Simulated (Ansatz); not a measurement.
## Ta2C monolayer: phonons and vibrational spectra

Wanted: phonon frequencies of Ta2C monolayer and what follows from them.

Method: DFT PBEsol, scalar-relativistic, plane waves, PAW; PAW set soft_1, in Ansatz 0.2.0.

## 1. The starting structure

The cell holds 3 atoms: 1 C and 2 Ta. Cell: a = 3.100 Å, b = 3.100 Å, c = 20.000 Å, α = 90.0°, β = 90.0°, γ = 120.0°. It derives from Ta2C. Vacuum lies along c.

## 2. Bringing the structure to rest

The cell and atoms are relaxed, since residual forces and stress would shift the frequencies.

The program solves this slab on a cell height of its own, 28.6 Å, in place of the one typed.

The input, input.yaml:

```yaml
crystal:
  lattice:
    - [3.1, 0.0, 0.0]
    - [-1.55, 2.68468, 0.0]
    - [0.0, 0.0, 20.0]
  atoms:
    - { symbol: C, position: [0.0, 0.0, 0.5] }
    - { symbol: Ta, position: [0.333333, 0.666667, 0.56] }
    - { symbol: Ta, position: [0.666667, 0.333333, 0.44] }
  periodic: [true, true, false]
kpoints:
  mp_grid: { grid: [15, 15, 1] }
hamiltonian:
  xc: pbesol
  pseudopotentials: { kind: paw, azcp: { folder: soft_1 }, xc_functional: pbe }
scf:
  occupations: { method: gaussian, width: 0.1 }
output:
  forces: true
  stress: true
  eigenvalues: true
relax:
  adjacent_minimum: "off"
  f_tol: 0.005
  max_steps: 80
  cell: { stress_2d_tol: 0.02 }
```

The run is started by

```bash
ansatz run input.yaml --threads 4 --pin off --max-ram 16384MiB --backend cpu --events-out ev --progress --plain --runs-dir out
```

Numbers of over 12 decimals in the logs are rounded to 6 here.

The log of the run:

```text
Warning: crystal.periodic: the lattice vector that does not repeat stood 0.000° off the slab's normal, 20.000 Å along it as the deck builds it. The run solves the slab on a vector along the normal, 28.600 Å long, with every atom where it was (on the deck's vector they left 17.60 Å outside them, and the widest stretch free of ions among them is 1.20 Å). A fractional position that the run reports is one of the run's ce [...]
Warning: the atoms were moved onto the symmetric positions of the space group found under crystal.symmetry.tolerance 1.0e-5 (fractional; no operation is sought that the atoms, as they stand in a round, miss by more than twice it, and no atom is moved by as much as it), and the run uses the moved positions. Before a round's move an operation carried an atom to 3.10e-6 Å from where it should land, the largest such dist [...]
crystal.periodic: the lattice vector that does not repeat stood 0.000° off the slab's normal, 20.000 Å along it as the deck builds it. The run solves the slab on a vector along the normal, 28.600 Å long, with every atom where it was (on the deck's vector they left 17.60 Å outside them, and the widest stretch free of ions among them is 1.20 Å). A fractional position that the run reports is one of the run's cell, which [...]
Engine: ansatz 0.2.0, aarch64-unknown-linux-gnu
Pseudopotentials: kind: paw
Pseudopotential: C, paw, valence charge 4, recommended cutoff 420 eV (normal), soft_1/C.paw.azcp
Pseudopotential: Ta, paw, valence charge 13, recommended cutoff 420 eV (normal), soft_1/Ta.paw.azcp
Functional definition: PBEsol
  exchange = pbesol_x
  correlation = pbesol_c
Crystal: 3 atoms, lattice volume = 238.024 Å³
Basis set: ecut = 420 eV, 4631 PW (Γ), exchange–correlation on 48×48×384 points (8 copies of the dense FFT grid, shifted against one another)
Bands: 19, of which v1, the nominal top of the filled ones, is band 15 counted from 1 (14 counted from 0)
Symmetry: 12 space group operations
Space group: P-3m1 (ITA 164), of the structure as read, at distance tolerance 6.2e-5 Å
k-points: 27 of 225
Non-local potential: C, projectors of the file, l = 0: 2, l = 1: 2, l = 2: 1
Non-local potential: Ta, projectors of the file, l = 0: 3, l = 1: 2, l = 2: 2, l = 3: 1
PAW form: soft (Blöchl's): semilocal exchange-correlation on the pseudo side does not see the compensation charge
PAW frozen core: C, regenerated for the run's functional, and the local potential with it (the file was generated under x = pbe(κ = 0.804, μ = 0.219515), c = pbe(β = 0.066725))
PAW frozen core: Ta, regenerated for the run's functional, and the local potential with it (the file was generated under x = pbe(κ = 0.804, μ = 0.219515), c = pbe(β = 0.066725))
PAW one-centre angular grid: C, 110 points (default); XC on 64 Gauss nodes
PAW one-centre angular grid: Ta, 590 points (default); XC on 64 Gauss nodes
Initial density: superposition of atomic densities (neutral atoms: chi_scale 0, normalization atom)
Initial wavefunctions: pseudopotential atomic-orbital guess
Functional: x = pbesol(κ = 0.804, μ = 0.123457), c = pbesol(β = 0.046)
SCF iter   1: F=—  HF=-19864.092590 eV  |F-HF|=—  |Δ(HF+E_count)|=         —  Δρ=4.96e-2  dr2=1.77e1  ethr=3.10e-3  ⟨swp⟩=11.6  Hψ=4203  notcnv=0
preconditioner: auto → LDOS  [metal: Δε(μ)=0.029 eV  Ē_g=7.885 eV  σ=0.100 eV  W_gap=0.16  n_scr=16 (ndim 8)  ℏωp=9.0 eV  f_vac=0.739  D(μ)=2.67/eV (n_scr^D=12)  β→1.0]
SCF iter   2: F=—  HF=-19861.179487 eV  |F-HF|=—  |Δ(HF+E_count)|=    2.91e0  Δρ=3.01e-2  dr2=3.92e0  ethr=3.10e-3  ⟨swp⟩=5.8  Hψ=2042  notcnv=0
SCF iter   3: F=—  HF=-19860.443358 eV  |F-HF|=—  |Δ(HF+E_count)|=   7.36e-1  Δρ=5.33e-3  dr2=2.04e-1  ethr=3.10e-3  ⟨swp⟩=3.3  Hψ=1436  notcnv=0
SCF iter   4: F=—  HF=-19860.409454 eV  |F-HF|=—  |Δ(HF+E_count)|=   3.39e-2  Δρ=1.80e-3  dr2=9.09e-3  ethr=6.81e-4  ⟨swp⟩=3.5  Hψ=1362  notcnv=0
SCF iter   5: F=—  HF=-19860.407677 eV  |F-HF|=—  |Δ(HF+E_count)|=   1.78e-3  Δρ=4.10e-4  dr2=7.96e-4  ethr=3.03e-5  ⟨swp⟩=4.4  Hψ=1291  notcnv=0
SCF iter   6: F=—  HF=-19860.407748 eV  |F-HF|=—  |Δ(HF+E_count)|=   7.11e-5  Δρ=1.37e-4  dr2=7.92e-5  ethr=2.65e-6  ⟨swp⟩=3.1  Hψ=950  notcnv=0
SCF iter   7: F=—  HF=-19860.407896 eV  |F-HF|=—  |Δ(HF+E_count)|=   1.48e-4  Δρ=2.85e-5  dr2=3.23e-6  ethr=2.64e-7  ⟨swp⟩=3.4  Hψ=1047  notcnv=0
SCF iter   8: F=—  HF=-19860.407897 eV  |F-HF|=—  |Δ(HF+E_count)|=   1.16e-6  Δρ=1.11e-5  dr2=3.28e-7  ethr=1.08e-8  ⟨swp⟩=4.1  Hψ=1232  notcnv=0
iter 9 did not close the SCF: its close was put off until two iterations running show no level that it waits for move by more than its bar (scf_convergence_deferred on its scf_iter line)
SCF iter   9: F=-19860.407897 eV  HF=-19860.407897 eV  |F-HF|=2.78e-8  |Δ(HF+E_count)|=   1.67e-7  Δρ=2.38e-6  dr2=1.19e-8  ethr=3.33e-10  ⟨swp⟩=13.9  Hψ=4036  notcnv=0
iter 10 did not close the SCF: its close was put off until two iterations running show no level that it waits for move by more than its bar (scf_convergence_deferred on its scf_iter line)
SCF iter  10: F=-19860.407897 eV  HF=-19860.407897 eV  |F-HF|=3.26e-9  |Δ(HF+E_count)|=   3.00e-8  Δρ=2.99e-7  dr2=1.97e-10  ethr=3.98e-11  ⟨swp⟩=3.1  Hψ=2001  notcnv=0
SCF iter  11: F=-19860.407897 eV  HF=-19860.407897 eV  |F-HF|=1.82e-10  |Δ(HF+E_count)|=   3.07e-9  Δρ=6.15e-8  dr2=8.23e-12  ethr=1.00e-12  ⟨swp⟩=2.8  Hψ=2043  notcnv=0
SCF 1 converged in 11 iterations: F = -19860.407897 eV  dr2 = 8.23e-12
  greatest PAW one-centre occupation: 0.999 electrons in one spin orbital (limit 2), on the Ta atom at site 2 (counted from 0), in its partial waves of l = 0
relax step   1: F+E_penalty+E_count = -19860.40789699 eV  Δ(F+E_penalty+E_count) = +0.000e0 eV  max|allowed force component| = 2.597e-1 eV/Å  Δτ_max = 0.0000 Å  P = -4.579 N/m  Ω = 238.024 Å³  fix = [c, alpha, beta]  reactions: c +0.000 N/m  (11 SCF iters, dr2 threshold 1.00e-7 eV, accepted)
Crystal: 3 atoms, lattice volume = 226.117 Å³
Basis set: ecut = 420 eV, 4355 PW (Γ), exchange–correlation on 48×48×384 points (8 copies of the dense FFT grid, shifted against one another)
Initial density: handed on by an earlier stage of this run
Initial wavefunctions: those handed on with the density
iter 1 solved again at ethr=8.26e-5 eV; its pass at ethr=3.10e-3 eV (dr2=2.48e-2 eV) is discarded
SCF iter   1: F=—  HF=-19860.421951 eV  |F-HF|=—  |Δ(HF+E_count)|=         —  Δρ=2.86e-3  dr2=2.86e-2  ethr=8.26e-5  ⟨swp⟩=3.7  Hψ=5675  notcnv=0
preconditioner: auto → LDOS  [metal: Δε(μ)=0.068 eV  Ē_g=6.589 eV  σ=0.100 eV  W_gap=0.35  n_scr=16 (ndim 8)  ℏωp=9.2 eV  f_vac=0.739  D(μ)=2.20/eV (n_scr^D=12)  β→1.0]
[...]
SCF iter   6: F=—  HF=-19860.414692 eV  |F-HF|=—  |Δ(HF+E_count)|=   2.37e-7  Δρ=1.14e-5  dr2=4.84e-7  ethr=2.60e-8  ⟨swp⟩=3.8  Hψ=1151  notcnv=0
SCF iter   7: F=-19860.414692 eV  HF=-19860.414692 eV  |F-HF|=1.38e-7  |Δ(HF+E_count)|=   5.05e-7  Δρ=3.65e-6  dr2=5.23e-8  ethr=1.00e-9  ⟨swp⟩=12.7  Hψ=3407  notcnv=0
SCF 2 converged in 7 iterations: F = -19860.414692 eV  dr2 = 5.23e-8
relax step   2: F+E_penalty+E_count = -19860.41469221 eV  Δ(F+E_penalty+E_count) = -6.795e-3 eV  max|allowed force component| = 2.508e-1 eV/Å  Δτ_max = 0.0262 Å  P = +3.518 N/m  Ω = 226.117 Å³  energy of the carried Pulay correction = +1.478e-3 eV  fix = [c, alpha, beta]  reactions: c +0.000 N/m  (7 SCF iters, dr2 threshold 3.00e-7 eV, accepted)
Crystal: 3 atoms, lattice volume = 231.942 Å³
Basis set: ecut = 420 eV, 4499 PW (Γ), exchange–correlation on 48×48×384 points (8 copies of the dense FFT grid, shifted against one another)
iter 1 solved again at ethr=1.65e-5 eV; its pass at ethr=3.10e-3 eV (dr2=4.95e-3 eV) is discarded
SCF iter   1: F=—  HF=-19860.441323 eV  |F-HF|=—  |Δ(HF+E_count)|=         —  Δρ=1.38e-3  dr2=4.54e-3  ethr=1.65e-5  ⟨swp⟩=5.0  Hψ=5523  notcnv=0
preconditioner: auto → LDOS  [insulator: Δε(μ)=0.101 eV  Ē_g=6.471 eV  σ=0.100 eV  W_gap=0.50  n_scr=16 (ndim 8)  ℏωp=9.1 eV  f_vac=0.742  D(μ)=2.08/eV (n_scr^D=10)  ε∞_Penn≈3.0  β→1.0]
SCF iter   2: F=—  HF=-19860.440411 eV  |F-HF|=—  |Δ(HF+E_count)|=   9.13e-4  Δρ=8.48e-4  dr2=2.08e-3  ethr=1.51e-5  ⟨swp⟩=3.5  Hψ=1116  notcnv=0
SCF iter   3: F=—  HF=-19860.439928 eV  |F-HF|=—  |Δ(HF+E_count)|=   4.82e-4  Δρ=1.70e-4  dr2=6.65e-5  ethr=6.95e-6  ⟨swp⟩=3.4  Hψ=1044  notcnv=0
SCF iter   4: F=—  HF=-19860.440071 eV  |F-HF|=—  |Δ(HF+E_count)|=   1.43e-4  Δρ=4.30e-5  dr2=6.64e-6  ethr=2.22e-7  ⟨swp⟩=3.8  Hψ=1133  notcnv=0
SCF iter   5: F=—  HF=-19860.440073 eV  |F-HF|=—  |Δ(HF+E_count)|=   1.13e-6  Δρ=1.52e-5  dr2=1.84e-6  ethr=2.21e-8  ⟨swp⟩=4.0  Hψ=1222  notcnv=0
SCF iter   6: F=-19860.440073 eV  HF=-19860.440072 eV  |F-HF|=7.32e-8  |Δ(HF+E_count)|=   1.43e-7  Δρ=5.29e-6  dr2=1.04e-7  ethr=1.00e-9  ⟨swp⟩=10.1  Hψ=3857  notcnv=0
SCF 3 converged in 6 iterations: F = -19860.440073 eV  dr2 = 1.04e-7
relax step   3: F+E_penalty+E_count = -19860.44007253 eV  Δ(F+E_penalty+E_count) = -2.538e-2 eV  max|allowed force component| = 2.777e-2 eV/Å  Δτ_max = 0.0213 Å  P = -0.265 N/m  Ω = 231.942 Å³  energy of the carried Pulay correction = +7.456e-4 eV  fix = [c, alpha, beta]  reactions: c -0.000 N/m  (6 SCF iters, dr2 threshold 3.00e-7 eV, accepted)
[...]
relax step   4: F+E_penalty+E_count = -19860.44020223 eV  Δ(F+E_penalty+E_count) = -1.297e-4 eV  max|allowed force component| = 6.229e-3 eV/Å  Δτ_max = 0.0002 Å  P = -0.030 N/m  Ω = 231.663 Å³  energy of the carried Pulay correction = +7.803e-4 eV  fix = [c, alpha, beta]  reactions: c -0.000 N/m  (4 SCF iters, dr2 threshold 1.14e-7 eV, accepted)
[...]
relax step   5: F+E_penalty+E_count = -19860.44020698 eV  Δ(F+E_penalty+E_count) = -4.754e-6 eV  max|allowed force component| = 2.140e-4 eV/Å  Δτ_max = 0.0002 Å  P = -0.000 N/m  Ω = 231.640 Å³  energy of the carried Pulay correction = +7.832e-4 eV  fix = [c, alpha, beta]  reactions: c -0.000 N/m  (4 SCF iters, dr2 threshold 2.42e-9 eV, accepted)
Initial wavefunctions: pseudopotential atomic-orbital guess (no wavefunctions were taken with the density)
iter 1 solved again at ethr=1.06e-7 eV; its pass at ethr=3.10e-3 eV (dr2=3.19e-5 eV) is discarded
SCF iter   1: F=—  HF=-19860.439385 eV  |F-HF|=—  |Δ(HF+E_count)|=         —  Δρ=2.86e-5  dr2=2.48e-7  ethr=1.06e-7  ⟨swp⟩=7.7  Hψ=6832  notcnv=0
preconditioner: auto → LDOS  [metal: Δε(μ)=0.100 eV  Ē_g=6.490 eV  σ=0.100 eV  W_gap=0.50  n_scr=16 (ndim 8)  ℏωp=9.1 eV  f_vac=0.742  D(μ)=2.04/eV (n_scr^D=10)  β→1.0]
SCF iter   2: F=—  HF=-19860.439514 eV  |F-HF|=—  |Δ(HF+E_count)|=   1.30e-4  Δρ=4.64e-6  dr2=5.28e-8  ethr=8.28e-10  ⟨swp⟩=4.0  Hψ=1353  notcnv=0
SCF iter   3: F=—  HF=-19860.439514 eV  |F-HF|=—  |Δ(HF+E_count)|=   2.19e-9  Δρ=2.42e-6  dr2=1.79e-8  ethr=1.76e-10  ⟨swp⟩=3.9  Hψ=1145  notcnv=0
SCF iter   4: F=—  HF=-19860.439514 eV  |F-HF|=—  |Δ(HF+E_count)|=   2.00e-9  Δρ=8.56e-7  dr2=2.01e-9  ethr=5.95e-11  ⟨swp⟩=3.0  Hψ=804  notcnv=0
SCF iter   5: F=—  HF=-19860.439514 eV  |F-HF|=—  |Δ(HF+E_count)|=   1.23e-9  Δρ=1.96e-7  dr2=1.18e-10  ethr=6.70e-12  ⟨swp⟩=3.4  Hψ=982  notcnv=0
SCF iter   6: F=-19860.439514 eV  HF=-19860.439514 eV  |F-HF|=6.91e-11  |Δ(HF+E_count)|=  9.82e-11  Δρ=3.64e-8  dr2=3.00e-12  ethr=1.00e-12  ⟨swp⟩=13.5  Hψ=4764  notcnv=0
SCF 6 converged in 6 iterations: F = -19860.439514 eV  dr2 = 3.00e-12
relax step   6: F+E_penalty+E_count = -19860.43951445 eV  Δ(F+E_penalty+E_count) = +6.925e-4 eV  max|allowed force component| = 3.050e-4 eV/Å  Δτ_max = 0.0000 Å  P = -0.013 N/m  Ω = 231.640 Å³  fix = [c, alpha, beta]  reactions: c -0.000 N/m  stress off target by 1.33e-2 N/m on what of the cell is left free  SCF on the basis re-selected at this cell (its energy is not comparable with the rows above)  (6 SCF iters)
basis re-selected at this cell: Δ(F+E_penalty+E_count) = +6.925e-4 eV, ΔP = -0.013 N/m vs the last step (what re-selecting the basis moved, of the pressure what is left beyond the Pulay correction that the steps carried, after the strain that the cell walked since its last selection, with what the two solves' SCF thresholds leave and, on support functions, any second-order correction that the steps lacked; it is no m [...]
SCF converged after 6 iterations
Free energy (F): -19860.439514 eV
Harris-Foulkes:  -19860.439514 eV  (|F-HF|=6.91e-11)
Internal energy: -19860.429305 eV  (E = F + TS)
E sigma→0 (E₀):  -19860.434410 eV
Entropy (-TS):   -0.010209 eV (-3.403 meV/atom)
Fermi energy:    -4.856023 eV
--- Per-component energies (eV) ---
  E_band       = -896.233720
  E_kinetic    = 872.273968
  E_local      = -58960.812434  (includes V_loc(G=0)·N_el)
  E_nonlocal   = 6.619069
  E_hartree    = 28963.496482
  E_xc         = -683.441389
  E_vxc        = -523.511608  (∫ρ·V_xc dr)
  E_paw        = -16458.764830  (= ΣΔE_a)
  E_vpaw       = -217.795781  (= ΣTr[D̂ρ^β])
  E_aug_tail   = 0.000198  (compensation charges beyond the density's cutoff)
  E_ewald      = 26399.751105
  E_core_change = 0.448526  (= ΣΔE_core)
  E_smearing   = -0.010209  (= −TS)
  E_closure    = 0.000000  (closes the sum)
  Σ components = -19860.439514   (vs F -19860.439514, Δ=0.00e0)
--- Forces (eV/Å), atoms counted from 1 ---
  atom   1  C     -0.00000000     0.00000000     0.00000000
  atom   2  Ta    -0.00000000     0.00000000     0.00030497
  atom   3  Ta     0.00000000     0.00000000    -0.00030497
  max |Σ_I F_I| component: 9.25e-18 eV/Å
--- 2D stress c σ (N/m, compression-positive) ---
       -0.013313      -0.000000       0.000000
        0.000000      -0.013313       0.000000
        0.000000       0.000000      -0.000000
  P = ½ c Tr σ = -0.0133 N/m
--- Band table (eV; the first three rows and the last of 27) ---
  k-point 0: bands = [... 11 lower, -9.1291, -6.6043, -5.6746, -5.4563, -4.9329, -4.9329, -2.9922, -2.9922]
  k-point 1: bands = [... 11 lower, -9.1049, -6.5318, -5.7920, -5.3333, -5.0895, -4.8202, -3.2359, -3.0720]
  k-point 2: bands = [... 11 lower, -9.0508, -6.4414, -6.0781, -5.5234, -4.9768, -4.5010, -3.4622, -3.1192]
  k-point 26: bands = [... 11 lower, -9.1348, -5.8495, -5.7180, -5.7180, -4.3156, -2.3175, -2.3175, -1.2628]
--- Relaxed structure (5 steps of the walk, 5 accepted, 1 SCFs on fresh bases) ---
  F+E_penalty+E_count = -19860.43951445 eV   max|allowed force component| = 3.050e-4 eV/Å   (the final SCF, on the basis selected at the relaxed cell)
  cell:  # Å, volume = 231.6402 Å³
    - [3.058149, 0, 0]
    - [-1.529075, 2.648435, 0]
    - [0, 0, 28.6]
  atoms:
    - { symbol: C, position: [0, 0, 0.349650] }
    - { symbol: Ta, position: [0.333333, 0.666667, 0.391770] }
    - { symbol: Ta, position: [0.666667, 0.333333, 0.307530] }
```

Run time: 18 s. Hardware: 4 threads of Arm Neoverse V1, shared host; peak memory 0.58 GiB.

Step by step:

```
step  energy less that of the first step (eV)  largest force component (eV/Å)  volume (Å³)
   1                                   0.0000                          0.2597       238.02
   2                                  -0.0068                          0.2508       226.12
   3                                  -0.0322                          0.0278       231.94
   4                                  -0.0323                          0.0062       231.66
   5                                  -0.0323                          0.0002       231.64
  6*                                  -0.0316                          0.0003       231.64
```

Relaxation steps marked * repeat the geometry before them on a plane-wave basis chosen anew for their cell, so energy and pressure can jump there.

The run keeps the 12 symmetry operations that it works with, so distortions that break them were not tested.

| cell as run | before | after | change |
| --- | --- | --- | --- |
| a (Å) | 3.100 | 3.058 | -1.4 % |
| b (Å) | 3.100 | 3.058 | -1.4 % |

Final coordinates:

```xyz
3
Lattice="3.0581 0.0000 0.0000 -1.5291 2.6484 0.0000 0.0000 0.0000 28.6000" Properties=species:S:1:pos:R:3
C     0.0000    0.0000   10.0000
Ta    0.0000    1.7656   11.2046
Ta    1.5291    0.8828    8.7954
```

Numbers from this step:

```
gap on the k-mesh : 0 eV
area per atom     : 2.7 Å²
```

The relaxation ends with a largest force component of 3.0e-4 eV/Å.

## 3. Relaxing to small forces for the phonons

Phonons need a cell at rest on their own settings, so the relaxation is repeated with tight tolerances on forces and stress, using the mesh and the filling of the phonon run that follows.

input.yaml, the sections that differ from step 2:

```yaml
crystal:
  lattice:
    - [3.0581490808, 0.0, 0.0]
    - [-1.5290745404, 2.6484347926, 0.0]
    - [0.0, 0.0, 28.6]
  atoms:
    - { symbol: C, position: [0.0, 0.0, 0.3496503497] }
    - { symbol: Ta, position: [0.3333333333, 0.6666666667, 0.3917702986] }
    - { symbol: Ta, position: [0.6666666667, 0.3333333333, 0.3075304007] }
  periodic: [true, true, false]
kpoints:
  mp_grid: { grid: [18, 18, 1] }
scf:
  occupations: { method: methfessel_paxton, width: 0.2 }
relax:
  adjacent_minimum: "off"
  f_tol: 0.001
  max_steps: 60
  cell: { stress_2d_tol: 0.002 }
# hamiltonian, output: as in step 2
```

The log of the run:

```text
[...]
Crystal: 3 atoms, lattice volume = 231.640 Å³
Basis set: ecut = 420 eV, 4499 PW (Γ), exchange–correlation on 48×48×384 points (8 copies of the dense FFT grid, shifted against one another)
Bands: 19, of which v1, the nominal top of the filled ones, is band 15 counted from 1 (14 counted from 0)
Symmetry: 12 space group operations
[...]
k-points: 37 of 324
[...]
k-point 36: bands = [... 11 lower, -9.1387, -5.8535, -5.7216, -5.7216, -4.3198, -2.3183, -2.3183, -1.2645]
--- Relaxed structure (3 steps of the walk, 3 accepted, 1 SCFs on fresh bases) ---
[...]
cell:  # Å, volume = 231.5728 Å³
    - [3.057704, 0, 0]
    - [-1.528852, 2.648049, 0]
    - [0, 0, 28.6]
  atoms:
    - { symbol: C, position: [0, 0, 0.349650] }
    - { symbol: Ta, position: [0.333333, 0.666667, 0.391769] }
    - { symbol: Ta, position: [0.666667, 0.333333, 0.307532] }
[key lines of the parts left out:]
SCF converged after 7 iterations
Free energy (F): -19860.435711 eV
Fermi energy:    -4.866590 eV
P = ½ c Tr σ = -0.0000 N/m
```

Run time: 15 s. Hardware: 4 threads; peak memory 0.6 GiB.

Little changed from the start: no atom moved by 0.005 Å and no cell edge by 0.1 %.

Numbers from this step:

* area per atom: 2.699 Å²

The largest force component left is 0.15 meV/Å, within the tolerances set.

(Continued in part 2 of 2.)

[Logs are printed without paths, hosts, clocks, repeated set-up lines and the standing remarks that a program may print on its own settings, such as how far it seeks lower states.]

[Hosts, paths, dates, database ids (printed as entryN), source tags and the programs' standing remarks are cut or masked in the printed files.]
